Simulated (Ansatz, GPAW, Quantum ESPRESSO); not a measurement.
# Simulated XPS, UPS and emission spectra of TiTe2, part 8 of 10

Wanted: projected DOS of TiTe2, weighted into photoemission and X-ray emission spectra, at several levels of theory.

From the literature, measured:
- Band energy, bonding Te 5pxy band along Gamma-A, energy below the Fermi level (non-dispersive, spin-orbit split peak): 1.7 eV (angle-resolved photoemission at normal emission, photon energies 11.5-33 eV; cleaved single crystal; weak peak, vanishing in the middle of the final-state energy range; spin-orbit split, but a single approximate energy is given for the pair). “Three-dimensional band structure of layered TiTe2: Photoemission final-state effects”, 2006, arxiv:cond-mat/0604285.

Ansatz 0.2.0, Quantum ESPRESSO 7.5 and GPAW 26.7.0; DFT, PBE, plane-wave PAW, default files, scalar-relativistic (the session's first sound run).

So far. Step 6 (The same cell in Quantum ESPRESSO): The run ends at a pressure of 0.96 GPa, with forces up to 0.039 eV/Å. Step 9 (Quantum ESPRESSO: bands): Of the bands kept, 4 cross the Fermi level on this path.

**10. GPAW, plane waves**

This step: DFT, PBE, PAW datasets of GPAW, plane waves, scalar-relativistic (GPAW 26.7.0).

GPAW, with its own PAW datasets and plane waves, is a further check on the main run's cell.

File run.py:

```python
import json
import numpy as np
from ase import Atoms
from ase.parallel import paropen
from gpaw import GPAW, PW, FermiDirac, Mixer, MixerDif, setup_paths

atoms = Atoms(['Te', 'Te', 'Ti'],
              cell=[[3.777, 0.0, 0.0], [-1.8885, 3.270978, 0.0], [0.0, 0.0, 6.498]],
              scaled_positions=[[0.333333, 0.666667, 0.7372], [0.666667, 0.333333, 0.2628], [0.0, 0.0, 0.0]],
              pbc=(True, True, True))
params = dict(mode=PW(420),
              xc='PBE',
              kpts={'size': (12, 12, 4), 'gamma': True},
              occupations=FermiDirac(0.02),
              nbands=-10,
              maxiter=200,
              txt='gs.txt')
atoms.calc = calc = GPAW(**params)
atoms.get_potential_energy()
ef = calc.get_fermi_level()
nk, ns = len(calc.get_ibz_k_points()), calc.get_number_of_spins()
out = dict(free=atoms.get_potential_energy(force_consistent=True), ef=ef, nel=calc.get_number_of_electrons(), cell=atoms.cell[:], frac=atoms.get_scaled_positions(wrap=False),
           eig=[[calc.get_eigenvalues(k, s) for k in range(nk)] for s in range(ns)], forces=atoms.get_forces(apply_constraint=False))
dense = calc.fixed_density(kpts={'size': (12, 12, 6), 'gamma': True}, txt='dos.txt')
out['eig_dense'] = [[dense.get_eigenvalues(k, s) for k in range(len(dense.get_ibz_k_points()))] for s in range(ns)]
dos = dense.dos(shift_fermi_level=False)
e = ef + np.arange(-30, 12, 0.05)
out['e'], out['dos'] = e - ef, dos.raw_dos(e, width=0.1)
kpts = [[0.0, 0.0, 0.0], [0.05, 0.0, 0.0], [0.1, 0.0, 0.0], [0.15, 0.0, 0.0], ..., [0.333333, 0.333333, 0.0]]  # list cut here
bands = calc.fixed_density(kpts=kpts, symmetry='off', txt='bands.txt', convergence={'bands': -2})
out['band_e'] = [[bands.get_eigenvalues(k, s) for k in range(len(kpts))] for s in range(ns)]
with paropen('out.json', 'w') as f:
    json.dump(out, f, default=lambda a: a.tolist())
```

On the command line:

```bash
OMP_NUM_THREADS=1 mpirun -n 2 gpaw python run.py > run.log
```

Numbers of over 12 decimals in the logs are rounded to 6 here.

The log of the run:

```text
__  _  _
 | _ |_)|_||  |
 |__||  | ||/\| - 26.7.0

units:  Angstrom and eV
cores:  2
OpenMP: True

Versions:

Paths:

Git-hashes:

OMP_NUM_THREADS: 1

Environment variables:
  GPAW_CPUPY:          False
  GPAW_DEBUG:          False
  GPAW_MPI_BACKEND:    cgpaw
  GPAW_MPI_OPTIONS:    None
  GPAW_NO_C_EXTENSION: False
  GPAW_NO_GPU_MPI:     False
  GPAW_TRACE:          False
  GPAW_USE_GPUS:       False

Input parameters:
  mode=PW(ecut=420.0),
  kpts=MonkhorstPack(size=(12, 12, 4), gamma=True),
  maxiter=200,
  nbands=-10,
  occupations=Occupations(name='fermi-dirac', width=0.02, fixmagmom=False),
  xc=XC(name='PBE')

Diagonalizing LCAO Hamiltonian
Converting LCAO to pw mode

        Te

            Te

       Ti

Atoms  # Å, Bohr magnetons
|   | symbol |         x |        y |        z |    initial magnetic moments |
|---|--------|-----------|----------|----------|-----------------------------|
| 0 |     Te | -0.000002 | 2.180653 | 4.790326 | ( 0.0000,  0.0000,  0.0000) |
| 1 |     Te |  1.888502 | 1.090325 | 1.707674 | ( 0.0000,  0.0000,  0.0000) |
| 2 |     Ti |  0.000000 | 0.000000 | 0.000000 | ( 0.0000,  0.0000,  0.0000) |

Unit cell  # Å
| periodic |         x |        y |        z |  lengths |     angles |
|----------|-----------|----------|----------|----------|------------|
|      yes |  3.777000 | 0.000000 | 0.000000 | 3.777000 |  90.000000 |
|      yes | -1.888500 | 3.270978 | 0.000000 | 3.777000 |  90.000000 |
|      yes |  0.000000 | 0.000000 | 6.498000 | 6.498000 | 120.000000 |

Number of symmetries: 2
Symmetry operations  # r_c * U_cc + t_c -> r_c
|   | kind |            matrix            |
|---|------|------------------------------|
| 0 |  E   |  1, 0, 0,  0, 1, 0,  0, 0, 1 |
| 1 |  i   | -1, 0, 0,  0,-1, 0,  0, 0,-1 |

BZ-sampling:
  Number of BZ points: 576
  Number of IBZ points: 292

  Monkhorst-Pack size: [12, 12, 4]
  Monkhorst-Pack shift: [0.041667, 0.041667, 0.125]

K-points  # in reciprocal-cell coordinates
|     |                                coordinates |     weight |
|-----|--------------------------------------------|------------|
|   0 | ( -0.00000000,  -0.00000000,   0.00000000) | 0.00173611 |
|   1 | ( -0.00000000,  -0.00000000,   0.25000000) | 0.00347222 |
|   2 | ( -0.00000000,  -0.00000000,   0.50000000) | 0.00173611 |
|   3 | ( -0.00000000,   0.08333333,  -0.25000000) | 0.00347222 |
|   4 | ( -0.00000000,   0.08333333,   0.00000000) | 0.00347222 |
|   5 | ( -0.00000000,   0.08333333,   0.25000000) | 0.00347222 |
|   6 | ( -0.00000000,   0.08333333,   0.50000000) | 0.00347222 |
|   7 | ( -0.00000000,   0.16666667,  -0.25000000) | 0.00347222 |
|   8 | ( -0.00000000,   0.16666667,   0.00000000) | 0.00347222 |
|   9 | ( -0.00000000,   0.16666667,   0.25000000) | 0.00347222 |
| ... |                                            |            |
| 291 | (  0.50000000,   0.50000000,   0.50000000) | 0.00173611 |

Plane wave coefficients: 1589
Cutoff: 420.0 eV

Spin-components: 1 (collinear spins)
Bands:           22
Projectors:      16
Spin-degeneracy: 2
Datatype:        complex128

  Storage: CPU
  Wave functions: 162_501_504 bytes (81_250_752 per core)
  Projectors: 169_887_936 bytes (84_943_968 per core)

Parallelization:
  kpt:    2
  domain: 1
  band:   1

Density:
  Valence electrons: 24.0
  Components: 1
  Grid points: [18 18 32]
  Charge: 0.0  # |e|

Potential:
  Grid points: [18 18 32]

species:
  Te:
    name:    Tellurium
    Z:       52.0
    valence: 6
    core:    46
    charge:  0.0  # [|e|]
    file:    Te.PBE.gz
    compensation charges:
      type: gauss
      rc: 0.36  # [Å]
      lmax: 2
    cutoffs:
      filter: 2.09  # [Å]
      core: 3.17  # [Å]
    projectors
    | kind |    occ | energy [eV] | rcut [Å] |
    |------|--------|-------------|----------|
    |   5s |  2.000 |     -15.089 |    1.180 |
    |   5p |  4.000 |      -5.955 |    1.196 |
    |    s |        |      12.123 |    1.180 |
    |    p |        |      21.256 |    1.196 |
    |    d |        |       0.000 |    1.238 |

    Using partial waves for Te as LCAO basis

  Ti:
    name:    Titanium
    Z:       22.0
    valence: 12
    core:    10
    charge:  0.0  # [|e|]
    file:    Ti.PBE.gz
    compensation charges:
      type: gauss
      rc: 0.38  # [Å]
      lmax: 2
    cutoffs:
      filter: 2.23  # [Å]
      core: 1.02  # [Å]
    projectors
    | kind |    occ | energy [eV] | rcut [Å] |
    |------|--------|-------------|----------|
    |   3s |  2.000 |     -62.623 |    1.270 |
    |   4s |  2.000 |      -4.466 |    1.270 |
    |   3p |  6.000 |     -38.862 |    1.058 |
    |   4p |  0.000 |      -1.466 |    1.058 |
    |   3d |  2.000 |      -4.258 |    1.058 |
    |    d |        |      22.953 |    1.058 |

    Using partial waves for Ti as LCAO basis

Reference energy: -392805.381149  # eV

eigensolver:
  PPCG
  Converge bands: occupied
  niter=2

density mixing:
  MSR1-Mixer
  Pratt-step length: 0.05
  Maximum mixing coefficient: 0.75
  Old densities: 10
  SVD Regularization: 0.005
  Good broyden scale: 1.0
  Trust region scale: 1.0
  Backstep threshold: 4.0
  History deletion threshold: 6.0
  Fourier metric: weight=20.0, sigma=0.015

occupation numbers:
  Fermi-Dirac:
    width: 0.0200  # eV

poisson solver:
  ecut: 3360.0  # eV

xc functional:
  name: PBE with 2 nearest neighbor stencil

Initialization done in: 2.908 s

convergence criteria:
- Maximum [total energy] change in last 3 cyles: 0.0005 eV / valence electron
- Maximum integral of absolute [dens]ity change: 0.0001 electrons / valence electron
- Maximum integral of absolute [eigenst]ate change: 4e-08 eV^2 / valence electron
maximum number of iterations: 200

SCF iterations
|iter     |     time |      energy | eigst |  dens |
|---------|----------|-------------|-------|-------|
|iter:   1|       0s |  -15.298493 | -0.04 |       |
|iter:   2|       8s |  -15.258993 | -2.29 | -1.23 |
|iter:   3|      16s |  -15.465804 | -1.49 | -1.27 |
|iter:   4|      24s |  -15.316039 | -1.94 | -1.18 |
|iter:   5|      33s |  -15.123722 | -2.48 | -1.31 |
|iter:   6|      41s |  -15.127044 | -3.11 | -1.93 |
|iter:   7|      49s |  -15.125007c| -4.01 | -2.40 |
|iter:   8|      58s |  -15.124932c| -4.84 | -3.03 |
|iter:   9|      66s |  -15.124932c| -6.61 | -3.81 |
|iter:  10|      74s |  -15.124932c| -7.85c| -4.45c|

Converged in 10 steps
SCF loop duration: 82.841 s (8.284 s/step)
Energy contributions relative to reference atoms: (reference = -392805.381149)

Energy contributions:
  Kinetic:          24.940507
  Coulomb:         -25.183064
  Zero:              0.304931
  External:          0.000000
  Xc:              -15.186218
  Entropy:          -0.002178
  Spinorbit:         0.000000
  ----------------------------
  Free energy:     -15.126021
  Extrapolated:    -15.124932

dipole moment: (-6.006175, -10.403000, -20.666203)  # |e|*Ang

Fermi level: 6.718
Eigenvalues  # (at kpt = [-0.000, -0.000, 0.000])
| band index |      eig [eV] | occ [0-2] |
|------------|---------------|-----------|
|          0 |       -50.816 |     2.000 |
|          1 |       -27.082 |     2.000 |
|          2 |       -27.082 |     2.000 |
|          3 |       -27.038 |     2.000 |
|          4 |        -5.733 |     2.000 |
|          5 |        -4.229 |     2.000 |
|          6 |         1.432 |     2.000 |
|          7 |         4.974 |     2.000 |
|          8 |         4.974 |     2.000 |
|          9 |         7.015 |     0.000 |
|         10 |         7.059 |     0.000 |
|         11 |         7.059 |     0.000 |
|         12 |         7.222 |     0.000 |
|         13 |         7.717 |     0.000 |
|         14 |         7.717 |     0.000 |
|         15 |         9.721 |     0.000 |
|         16 |         9.721 |     0.000 |
|        ... |               |           |
|         21 |        15.719 |     0.000 |

No gap
No difference between direct/indirect transitions

Forces  # eV/Ang
|        x |        y |        z |
|----------|----------|----------|
|  0.00001 | -0.00000 | -0.02767 |  # Te   0
| -0.00001 |  0.00000 |  0.02767 |  # Te   1
|  0.00000 |  0.00000 |  0.00000 |  # Ti   2

Force computation time: 0.462  # s

timing:  # [seconds]
  Total:  187.408  # ━━━━━━━━━━━━━━━━━━━━━━━━━━━━━━━━━━━━━━━━━━━━━━━━━━━━━━━━
  Init:     2.484  # ╸
  SCF:     82.841  # ━━━━━━━━━━━━━━━━━━━━━━━━━
  Forces:   0.462  #

Max RSS: 586.559  # MiB
```

Run time: 3.2 min. Hardware: 2 MPI ranks of Arm Neoverse V1, shared host; 6.3 min of CPU time.

Numbers from this step:

| Item | Value |
| --- | --- |
| free energy | -15.13 eV |
| Fermi energy | 6.718 eV |
| DOS at the Fermi level | 1.447 states/eV/cell |

The electronic bands at the labelled points (eV, zero at the Fermi level; # counts the bands kept):

| point | #5 | #6 | #7 | #8 | #9 | #10 | #11 | #12 |
| --- | --- | --- | --- | --- | --- | --- | --- | --- |
| Γ | -1.75 | 0.30 | 0.34 | 0.34 | 0.50 | 1.00 | 1.00 | 3.00 |
| halfway | -2.43 | -1.70 | -0.72 | -0.64 | 0.14 | 1.14 | 1.19 | 2.85 |
| M | -2.78 | -2.46 | -1.81 | -1.21 | -0.04 | 1.09 | 1.43 | 2.36 |
| halfway | -2.74 | -2.65 | -2.34 | -2.04 | 0.72 | 1.16 | 1.38 | 2.33 |
| K | -3.73 | -2.43 | -2.41 | -2.41 | 0.93 | 1.37 | 1.37 | 2.01 |
| halfway | -2.83 | -2.00 | -1.55 | -0.72 | 0.37 | 1.25 | 1.40 | 2.15 |
| Γ | -1.75 | 0.30 | 0.34 | 0.34 | 0.50 | 1.00 | 1.00 | 3.00 |
| halfway | -1.71 | -1.08 | 0.34 | 0.34 | 0.83 | 0.83 | 0.90 | 3.22 |
| A | -1.67 | -1.67 | 0.33 | 0.33 | 0.68 | 0.68 | 0.97 | 3.43 |
| halfway | -2.24 | -1.75 | -1.51 | -0.65 | 0.21 | 1.35 | 1.52 | 2.18 |
| L | -2.47 | -2.09 | -1.05 | -0.68 | -0.33 | 1.09 | 1.41 | 2.56 |
| halfway | -2.68 | -2.60 | -1.79 | -1.39 | 0.34 | 1.12 | 1.27 | 2.34 |
| H | -3.76 | -3.29 | -1.77 | -1.77 | 0.93 | 0.94 | 0.94 | 2.94 |
| halfway | -2.22 | -1.75 | -1.63 | -1.48 | 0.60 | 0.98 | 1.59 | 2.19 |
| A | -1.67 | -1.67 | 0.33 | 0.33 | 0.68 | 0.68 | 0.97 | 3.43 |
| jump to L | -2.47 | -2.09 | -1.05 | -0.68 | -0.33 | 1.09 | 1.41 | 2.56 |
| halfway | -2.65 | -1.98 | -1.74 | -0.92 | -0.10 | 1.09 | 1.42 | 2.75 |
| M | -2.78 | -2.46 | -1.81 | -1.21 | -0.04 | 1.09 | 1.43 | 2.36 |
| jump to H | -3.76 | -3.29 | -1.77 | -1.77 | 0.93 | 0.94 | 0.94 | 2.94 |
| halfway | -3.96 | -2.79 | -2.06 | -2.06 | 0.93 | 1.12 | 1.12 | 2.45 |
| K | -3.73 | -2.43 | -2.41 | -2.41 | 0.93 | 1.37 | 1.37 | 2.01 |

The DOS has structure finer than the step of the table below, so its rows give means over 0.5 eV, whole bins alone (the curve runs from -13.6 to 6.5 eV). Peaks (eV: height): -10.50: 5.16, -4.10: 3.35, -1.70: 4.93, 0.40: 3.41, 1.20: 8.32, 2.70: 3.38, 6.40: 2.82.

The DOS by E, zero at the Fermi level; means over each step:

| E (eV) | DOS (states/eV/cell) |
| --- | --- |
| -13.0 | 0 |
| -12.5 | 0.109 |
| -12.0 | 0.610 |
| -11.5 | 1.10 |
| -11.0 | 2.38 |
| -10.5 | 3.73 |
| -10.0 | 0.0741 |
| -9.5 | 0 |
| -9.0 | 0 |
| -8.5 | 0 |
| -8.0 | 0 |
| -7.5 | 0 |
| -7.0 | 0 |
| -6.5 | 0 |
| -6.0 | 0 |
| -5.5 | 0.0127 |
| -5.0 | 0.809 |
| -4.5 | 2.12 |
| -4.0 | 2.86 |
| -3.5 | 1.50 |
| -3.0 | 2.13 |
| -2.5 | 3.17 |
| -2.0 | 4.29 |
| -1.5 | 3.51 |
| -1.0 | 2.05 |
| -0.5 | 1.10 |
| 0.0 | 1.49 |
| 0.5 | 2.57 |
| 1.0 | 4.54 |
| 1.5 | 3.80 |
| 2.0 | 1.59 |
| 2.5 | 3.15 |
| 3.0 | 2.82 |
| 3.5 | 0.501 |
| 4.0 | 0.146 |
| 4.5 | 0.647 |
| 5.0 | 1.33 |
| 5.5 | 1.74 |
| 6.0 | 2.10 |

[end of part 8 of 10]

[Logs are printed without paths, hosts, clocks, repeated set-up lines and the standing remarks that a program may print on its own settings, such as how far it seeks lower states.]

[Hosts, paths, dates, database ids (printed as entryN), source tags and the programs' standing remarks are cut or masked in the printed files.]

[Maps of the electrostatic potential energy from Ansatz leave out the sawtooth potential of an applied field or a dipole correction, so their vacuum need not be flat; work functions include it.]

[Peak lists hold at most the 14 tallest peaks of each spectrum; further lines can be left out.]
